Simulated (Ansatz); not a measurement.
**BiP (model cell, started as CsCl type): a soft mode frozen in**

Wanted: the energy along a soft mode of BiP (model cell, started as CsCl type) and the structure at the end.

Calculated with Ansatz 0.2.0; DFT PBEsol, scalar-relativistic, plane waves, PAW.

Report form: the programs' logs are mostly left out.

The structure was built from a prototype and need not be the compound's stable phase.

## 1. Set-up

The structure is cubic, space group Pm-3m (No. 221). Conventional cell: a = 3.527 Å, b = 3.527 Å, c = 3.527 Å, α = 90.00°, β = 90.00°, γ = 90.00°. Nearest to Bi lie 8 P at 3.05 Å. Nearest to P lie 8 Bi at 3.05 Å. Farther neighbours are not listed.

## 2. Phonons on a q mesh

The cell comes from relaxations at this level that are not shown. Stability and thermal properties need the whole zone. Linear response on a 4×4×4 q mesh gives force constants as far as a supercell of that size would.

File input.yaml:

```yaml
crystal:
  lattice:
    - [3.5274518236, 0.0, 0.0]
    - [0.0, 3.5274518236, 0.0]
    - [0.0, 0.0, 3.5274518236]
  atoms:
    - { symbol: Bi, position: [0.0, 0.0, 0.0] }
    - { symbol: P, position: [0.5, 0.5, 0.5] }
kpoints:
  mp_grid: { grid: [12, 12, 12] }
hamiltonian:
  xc: pbesol
scf:
  occupations: { method: methfessel_paxton, width: 0.2 }
output:
  eigenvalues: true
phonons:
  method: dfpt
  qmesh: [4, 4, 4]
  temperatures: { t_max: 1000, t_step: 50 }
  qpath:
    path:
      - [[0.0, 0.0, 0.0], [0.0, 0.5, 0.0], [0.5, 0.5, 0.0], [0.0, 0.0, 0.0], [0.5, 0.5, 0.5], [0.0, 0.5, 0.0]]
      - [[0.5, 0.5, 0.5], [0.5, 0.5, 0.0]]
    npoints: 10
```

Run with:

```console
$ ansatz run input.yaml --threads 4 --pin off --max-ram 7168MiB --backend cpu --events-out ev --progress --plain --runs-dir out
```

Run time: 2.7 min. Hardware: 4 threads of Arm Neoverse V2, shared host; peak memory 1.7 GiB; 10 min of CPU time.

This step gave:

```yaml
volume_per_atom: 21.95 Å³
gap_on_the_k_mesh: 0 eV
sum_rule_residual_before_enforcement: 1.06e-4 eV/Å²
lowest_frequency_on_the_path: -141.3 cm⁻¹
point_group: m-3m
highest_frequency_on_the_path_or_at_a_solved_wavevector: 183.8 cm⁻¹
highest_optical_mode_at_the_zone_centre_no_lo_to_term: -63.34 cm⁻¹
lowest_optical_zone_centre_mode: -63.34 cm⁻¹
lowest_mode_on_the_q_mesh_acoustic_modes_at_gamma_apart: -141.3 cm⁻¹
```

Frequencies (cm⁻¹) solved at each irreducible wavevector; negative means imaginary. Frequencies by wavevector, by row:

| q in reciprocal lattice units | star | mode 1 | mode 2 | mode 3 | mode 4 | mode 5 | mode 6 |
| --- | --- | --- | --- | --- | --- | --- | --- |
| 0 0 0 | 1 | -63.3 | -63.3 | -63.3 | 0 | 0 | 0 |
| 0 0 0.25 | 6 | -10.8 | -10.8 | 49.8 | 49.8 | 61.5 | 119 |
| 0 0 -0.5 | 3 | 21.1 | 21.1 | 58.3 | 58.3 | 93.1 | 183.8 |
| 0 0.25 0.25 | 12 | -70.2 | -4.3 | 26.6 | 53.2 | 60.8 | 150.6 |
| 0 0.25 -0.5 | 12 | -98.9 | -30.8 | 52.4 | 80.3 | 101.9 | 155 |
| 0 -0.5 -0.5 | 3 | -141.3 | -50.3 | 64.7 | 64.7 | 93.3 | 93.3 |
| 0.25 0.25 0.25 | 8 | 50.3 | 56.6 | 56.6 | 95.8 | 114.2 | 114.2 |
| 0.25 0.25 -0.5 | 12 | 34.7 | 41.9 | 61.7 | 78.2 | 139 | 143.7 |
| 0.25 -0.5 -0.5 | 6 | 46.1 | 73.3 | 73.3 | 118.6 | 118.6 | 120 |
| -0.5 -0.5 -0.5 | 1 | 82.1 | 82.1 | 82.1 | 170.8 | 170.8 | 170.8 |

Interpolated from a 4×4×4 q mesh. Phonon branches along the path, in cm⁻¹:

| point | branch 1 | branch 2 | branch 3 | branch 4 | branch 5 | branch 6 |
| --- | --- | --- | --- | --- | --- | --- |
| Γ | -63 | -63 | -63 | 0 | 0 | 0 |
| halfway | -11 | -11 | 50 | 50 | 62 | 119 |
| X | 21 | 21 | 58 | 58 | 93 | 184 |
| halfway | -99 | -31 | 52 | 80 | 102 | 155 |
| M | -141 | -50 | 65 | 65 | 93 | 93 |
| halfway | -70 | -4 | 27 | 53 | 61 | 151 |
| Γ | -63 | -63 | -63 | 0 | 0 | 0 |
| halfway | 50 | 57 | 57 | 96 | 114 | 114 |
| R | 82 | 82 | 82 | 171 | 171 | 171 |
| halfway | 35 | 42 | 62 | 78 | 139 | 144 |
| X | 21 | 21 | 58 | 58 | 93 | 184 |
| jump to R | 82 | 82 | 82 | 171 | 171 | 171 |
| halfway | 46 | 73 | 73 | 119 | 119 | 120 |
| M | -141 | -50 | 65 | 65 | 93 | 93 |

Symmetry leaves 10 wavevectors to solve. The lowest mode among them, the acoustic zeros apart, lies at q = (0, -0.5, -0.5) and is imaginary, 141.3i cm⁻¹, so the energy falls along it.

## 3. The mode frozen in, largest atomic shift 0 Å

The mode followed lies at q = (0, 0.25, -0.5) with frequency 98.9i cm⁻¹, one of the unstable modes though not the softest. At small amplitude the distorted cell has space group no. 67 by a symmetry search on the positions. The undistorted cell that holds it gives the zero of energy on the same k mesh.

System of this step: BiP (model cell, started as CsCl type). It takes space group Pm-3m (No. 221, cubic). The conventional cell has a = 3.527 Å, b = 3.527 Å, c = 3.527 Å, α = 90.00°, β = 90.00°, γ = 90.00°. Bi has 8 P at 3.05 Å nearest. Nearest to P lie 8 Bi at 3.05 Å. Farther neighbours are not listed.

File input.yaml:

```yaml
crystal:
  lattice:
    - [-3.5274518236, 0.0, 0.0]
    - [0.0, 0.0, -7.0549036473]
    - [0.0, -7.0549036473, -3.5274518236]
  atoms:
    - { symbol: Bi, position: [1.0, 0.25, 0.5] }
    - { symbol: Bi, position: [1.0, 0.75, 0.5] }
    - { symbol: Bi, position: [1.0, 0.0, 1.0] }
    - { symbol: Bi, position: [1.0, 0.5, 1.0] }
    - { symbol: P, position: [0.5, 0.625, 0.25] }
    - { symbol: P, position: [0.5, 0.125, 0.25] }
    - { symbol: P, position: [0.5, 0.375, 0.75] }
    - { symbol: P, position: [0.5, 0.875, 0.75] }
kpoints:
  mp_grid: { grid: [10, 6, 6] }
hamiltonian:
  xc: pbesol
scf:
  occupations: { method: methfessel_paxton, width: 0.2 }
output:
  forces: true
  stress: true
  eigenvalues: true
```

It took 7 s on 4 threads; peak memory 0.79 GiB.

Numbers from this step:

* pressure: 0.1387 GPa
* energy from the undistorted cell: 0 meV/atom

The run ends at a pressure of 0.14 GPa.

## 4. The mode frozen in, largest atomic shift 0.22 Å

The atoms are moved along the unstable eigenvector, the largest shift by 0.22 Å, with the cell fixed.

input.yaml, the sections that differ from step 3:

```yaml
crystal:
  lattice:
    - [-3.5274518236, 0.0, 0.0]
    - [0.0, 0.0, -7.0549036473]
    - [0.0, -7.0549036473, -3.5274518236]
  atoms:
    - { symbol: Bi, position: [1.0, 0.25, 0.5] }
    - { symbol: Bi, position: [1.0, 0.75, 0.5] }
    - { symbol: Bi, position: [1.0, 0.0, 1.0] }
    - { symbol: Bi, position: [1.0, 0.5, 1.0] }
    - { symbol: P, position: [0.5623679673, 0.625, 0.25] }
    - { symbol: P, position: [0.4376320327, 0.125, 0.25] }
    - { symbol: P, position: [0.4376320327, 0.375, 0.75] }
    - { symbol: P, position: [0.5623679673, 0.875, 0.75] }
# kpoints, hamiltonian, scf, output: as in step 3
```

Wall time 7.5 s (4 threads); peak memory 0.8 GiB.

This step gave:

```
pressure                         : 1.084 GPa
energy from the undistorted cell : -8.208 meV/atom
```

The energy, extrapolated to zero smearing, is -8.21 meV/atom against the undistorted cell.

The run ends at a pressure of 1.08 GPa, with forces up to 0.13 eV/Å.

## 5. Energy along the mode, all amplitudes (two of the runs are shown above)

An imaginary frequency means negative curvature, so the energy should fall and then rise again as anharmonic terms take over.

Numbers from this step:

| Item | Value |
| --- | --- |
| depth at the lowest point sampled | 8.208 meV/atom |
| largest atomic shift at that point | 0.22 Å |

Energy from the parent against largest atomic shift:

| largest atomic shift (Å) | energy from the parent (meV/atom) |
| --- | --- |
| 0.000 | 0 |
| 0.040 | -0.643 |
| 0.080 | -2.29 |
| 0.140 | -5.34 |
| 0.220 | -8.21 |
| 0.320 | -6.28 |
| 0.450 | 13.5 |

Displacement at unit largest shift by atom:

| atom | x (Å) | y (Å) | z (Å) | size |
| --- | --- | --- | --- | --- |
| Bi1 | 0.00 | 0.00 | 0.00 | 0.00 |
| Bi2 | 0.00 | 0.00 | 0.00 | 0.00 |
| Bi3 | 0.00 | 0.00 | 0.00 | 0.00 |
| Bi4 | 0.00 | 0.00 | 0.00 | 0.00 |
| P5 | -1.00 | 0.00 | 0.00 | 1.00 |
| P6 | 1.00 | 0.00 | 0.00 | 1.00 |
| P7 | 1.00 | 0.00 | 0.00 | 1.00 |
| P8 | -1.00 | 0.00 | 0.00 | 1.00 |

The lowest of the steps tried is at 0.22 Å, 8.21 meV/atom below the parent; the bottom of the well need not coincide with a step.

## 6. Relaxation from the frozen mode

Starting from the lowest point found, all atoms and the cell are let go, so that strain and other modes of the same symmetry can join in.

input.yaml, as its differences from that of step 4:

```diff
@@ -24 +24,6 @@
   eigenvalues: true
+relax:
+  adjacent_minimum: "off"
+  f_tol: 0.002
+  max_steps: 120
+  cell: { stress_tol: 0.03 }
```

Wall time 68 s (4 threads); peak memory 0.86 GiB.

The steps of the relaxation:

| step | energy less that of the first step (eV) | largest force component (eV/Å) | pressure (GPa) | volume (Å³) |
| --- | --- | --- | --- | --- |
| 1 | 0.0000 | 0.1266 | 1.08 | 175.57 |
| 2 | -0.0349 | 0.1620 | -1.03 | 180.96 |
| 3 | -0.0570 | 0.1256 | -0.43 | 180.31 |
| 4 | -0.0709 | 0.0675 | 0.76 | 181.27 |
| 5 | -0.0688 | 0.0423 | -0.38 | 183.49 |
| 6 | -0.0786 | 0.0121 | -0.06 | 181.94 |
| 7 | -0.0787 | 0.0006 | 0.00 | 181.99 |
| 8* | -0.0805 | 0.0007 | 0.00 | 181.99 |

Relaxation steps marked * repeat the geometry before them on a plane-wave basis chosen anew for their cell, so energy and pressure can jump there. Relaxation step 5 was tried and not accepted.

The run keeps the 8 symmetry operations that it works with, so distortions that break them were not tested.

| conventional cell, symmetrised | before | after | change |
| --- | --- | --- | --- |
| a (Å) | 7.055 | 6.922 | -1.9 % |
| b (Å) | 14.110 | 14.428 | +2.3 % |
| c (Å) | 3.527 | 3.645 | +3.3 % |
| volume (Å³/atom) | 21.95 | 22.75 | +3.7 % |

The atoms that moved most (Å, as changes of fractional coordinates times the final cell):

| atom | dx | dy | dz | length |
| --- | --- | --- | --- | --- |
| P5 | -0.140 | -0.061 | 0.000 | 0.153 |
| P8 | -0.140 | 0.061 | 0.000 | 0.153 |
| P6 | 0.140 | -0.061 | 0.000 | 0.153 |
| P7 | 0.140 | 0.061 | 0.000 | 0.153 |

This step gave:

```yaml
pressure: 0.004561 GPa
volume_per_atom: 22.75 Å³
```

The distorted start has space group Cmme; the relaxation ends in Cmme.

## 7. The new phase in its own primitive cell

The relaxed structure is symmetrised, reduced to its primitive cell and relaxed tightly, as its phonons need.

File input.yaml:

```yaml
crystal:
  lattice:
    - [3.4607755451, -7.2141320314, 0.0]
    - [3.4607755451, 7.2141320314, 0.0]
    - [0.0, 0.0, 3.6446893427]
  atoms:
    - { symbol: Bi, position: [0.75, 0.75, 0.0] }
    - { symbol: Bi, position: [0.25, 0.25, 0.0] }
    - { symbol: Bi, position: [0.0, 0.5, 0.0] }
    - { symbol: Bi, position: [0.5, 0.0, 0.0] }
    - { symbol: P, position: [0.8792568199, 0.1207431801, 0.399261177] }
    - { symbol: P, position: [0.3792568199, 0.6207431801, 0.600738823] }
    - { symbol: P, position: [0.1207431801, 0.8792568199, 0.600738823] }
    - { symbol: P, position: [0.6207431801, 0.3792568199, 0.399261177] }
kpoints:
  mp_grid: { grid: [6, 6, 10] }
hamiltonian:
  xc: pbesol
scf:
  occupations: { method: methfessel_paxton, width: 0.2 }
output:
  forces: true
  stress: true
  eigenvalues: true
relax:
  adjacent_minimum: "off"
  f_tol: 0.001
  max_steps: 60
  cell: { stress_tol: 0.01 }
```

It took 28 s on 4 threads; peak memory 0.89 GiB; 1.8 min of CPU time.

Little changed from the start: no atom moved by 0.005 Å and no cell edge by 0.1 %.

This step gave:

```yaml
pressure: -0.003919 GPa
```

The largest force component left is 0.98 meV/Å and the pressure is -0.004 GPa, within the tolerances set. The cell now holds 22.75 Å³/atom.

## 8. Modes of the new phase, k-mesh 6×6×10

A relaxed structure may still be a saddle point, so its zone-centre modes are computed. No field response is asked, since the mesh shows no gap.

File input.yaml:

```yaml
crystal:
  lattice:
    - [3.4604588011, -7.2144381465, 0.0]
    - [3.4604588011, 7.2144381465, 0.0]
    - [0.0, 0.0, 3.6455911311]
  atoms:
    - { symbol: Bi, position: [0.75, 0.75, 0.0] }
    - { symbol: Bi, position: [0.25, 0.25, 0.0] }
    - { symbol: Bi, position: [0.0, 0.5, 0.0] }
    - { symbol: Bi, position: [0.5, 0.0, 0.0] }
    - { symbol: P, position: [0.8792715452, 0.1207284548, 0.3991843522] }
    - { symbol: P, position: [0.3792715452, 0.6207284548, 0.6008156478] }
    - { symbol: P, position: [0.1207284548, 0.8792715452, 0.6008156478] }
    - { symbol: P, position: [0.6207284548, 0.3792715452, 0.3991843522] }
kpoints:
  mp_grid: { grid: [6, 6, 10] }
hamiltonian:
  xc: pbesol
scf:
  occupations: { method: methfessel_paxton, width: 0.2 }
output:
  eigenvalues: true
phonons:
  method: dfpt
```

Elapsed: 8.1 min, on 4 threads; peak memory 4.6 GiB; 32 min of CPU time.

This step gave:

| Item | Value |
| --- | --- |
| sum-rule residual before enforcement | 2.53e-5 eV/Å² |
| point group | mmm |
| highest optical mode at the zone centre (no LO-TO term) | 207.1 cm⁻¹ |
| lowest optical zone-centre mode | -66.78 cm⁻¹ |

Patterns of degenerate modes are one choice out of their space. The modes at Γ (shares of kinetic energy by element, %) (negative means imaginary):

| mode | frequency (cm⁻¹) | symmetry | Bi % | P % |
| --- | --- | --- | --- | --- |
| 1 | -66.8 | B1u | 11 | 89 |
| 2 | -62.3 | B3g | 14 | 86 |
| 3 | -41.7 | B3u | 92 | 8 |
| 4 | -19.2 | B1g | 91 | 9 |
| 5 | -18.0 | B1u | 91 | 9 |
| 6 | 0.0 | acoustic | 87 | 13 |
| 7 | 0.0 | acoustic | 87 | 13 |
| 8 | 0.0 | acoustic | 87 | 13 |
| 9 | 36.0 | B3u | 92 | 8 |
| 10 | 52.5 | Au | 100 | 0 |
| 11 | 59.1 | B2g | 97 | 3 |
| 12 | 80.2 | B1u | 98 | 2 |
| 13 | 81.0 | B2u | 50 | 50 |
| 14 | 90.6 | B3u | 29 | 71 |
| 15 | 94.8 | B2u | 35 | 65 |
| 16 | 117.2 | B3g | 86 | 14 |
| 17 | 139.2 | B1g | 9 | 91 |
| 18 | 144.1 | Ag | 0 | 100 |
| 19 | 149.9 | Au | 0 | 100 |
| 20 | 156.8 | B1u | 13 | 87 |
| 21 | 160.2 | B2g | 3 | 97 |
| 22 | 165.6 | B2u | 29 | 71 |
| 23 | 183.2 | B3g | 0 | 100 |
| 24 | 207.1 | Ag | 0 | 100 |

Displacements in mode 1 (-66.8 cm⁻¹), the largest set to 1:
```
Bi1  0.00  0.00 -0.23
Bi2  0.00  0.00 -0.23
Bi3 -0.03  0.00  0.01
Bi4  0.03  0.00  0.01
P5   0.00 -1.00  0.72
P6   0.00  1.00  0.72
P7   0.00 -1.00  0.72
P8   0.00  1.00  0.72
```

Displacements in mode 3 (-41.7 cm⁻¹), the largest set to 1:
```
Bi1 -0.35  0.00  0.00
Bi2 -0.35  0.00  0.00
Bi3  0.54  0.00  1.00
Bi4  0.54  0.00 -1.00
P5  -0.64  0.00  0.00
P6  -0.64  0.00  0.00
P7  -0.64  0.00  0.00
P8  -0.64  0.00  0.00
```

Before it was imposed, the acoustic sum rule was missed by 2.5e-5 eV/Å². Small misses are needed for a sound result but don't prove that mesh and cutoff are converged. The lowest optical mode is imaginary, 66.8i cm⁻¹, so the energy falls along it.

## 9. The phases reached

The phases reached along the modes that were followed are set side by side.

Energies are those of the first relaxation, on the mesh of the frozen mode; space group, volume and gap are those of the last relaxation. Phases, by row:

| mode frozen in | space group | energy from parent (meV/atom) | volume (Å³/atom) | gap on mesh (eV) | lowest zone-centre optical mode (cm⁻¹) | largest shift (Å) |
| --- | --- | --- | --- | --- | --- | --- |
| parent | Pm-3m | 0 | 21.95 | 0 | – | – |
| q = (0, -0.5, -0.5), 141i cm⁻¹ | P4/nmm | -42.45 | 23.57 | 0 | 37.6 | 0.499 |
| q = (0, 0.25, -0.5), 99i cm⁻¹ | Cmme | -18.47 | 22.75 | 0 | -66.8 | 0.372 |

## 10. Summary of results

```
unstable mode of the parent                                                      : q = (0, 0.25, -0.5), 99i cm⁻¹
depth at the lowest point sampled                                                : 8.21 meV/atom
largest atomic shift at that point                                               : 0.22 Å
space group reached (within 0.01 Å)                                              : Cmme
energy gained over the parent (first relaxation, on the mesh of the frozen mode) : 18.5 meV/atom
volume per atom, phase reached                                                   : 22.8 Å³
lowest optical zone-centre mode, phase reached                                   : -66.8 cm⁻¹
highest optical mode at the zone centre (no LO-TO term), phase reached           : 207 cm⁻¹
```

**Reading.** Along this mode the structure falls into Cmme, 18.5 meV/atom below the parent. At the parent's cell the well is 8.208 meV/atom deep on the steps tried, with its lowest point at a shift of 0.22 Å. Relaxing atoms and cell changes the gain by +10.26 meV/atom against the lowest step (energies at zero smearing). The new phase still has an imaginary mode at the zone centre of its cell, so it is a saddle point on the way to a lower structure. Of the 2 patterns followed to their end from this parent, this one ends 24.0 meV/atom above the lowest, P4/nmm. Each path keeps the symmetry of its pattern, so a lower phase may lie along a pattern not tried. With no gap, or one that is small against the smearing, the frequencies hang on the k mesh and the smearing, most of all near Kohn anomalies. Spin-orbit coupling is left out, which can matter for the heavy elements here. A phonon run warned that its eigensolver left some bands unconverged in a pass. The starting cell was built on a prototype and not taken from a measurement, so the phase need not exist.

[Logs are printed without paths, hosts, clocks, repeated set-up lines and the standing remarks that a program may print on its own settings, such as how far it seeks lower states.]

[Hosts, paths, dates, database ids (printed as entryN), source tags and the programs' standing remarks are cut or masked in the printed files.]
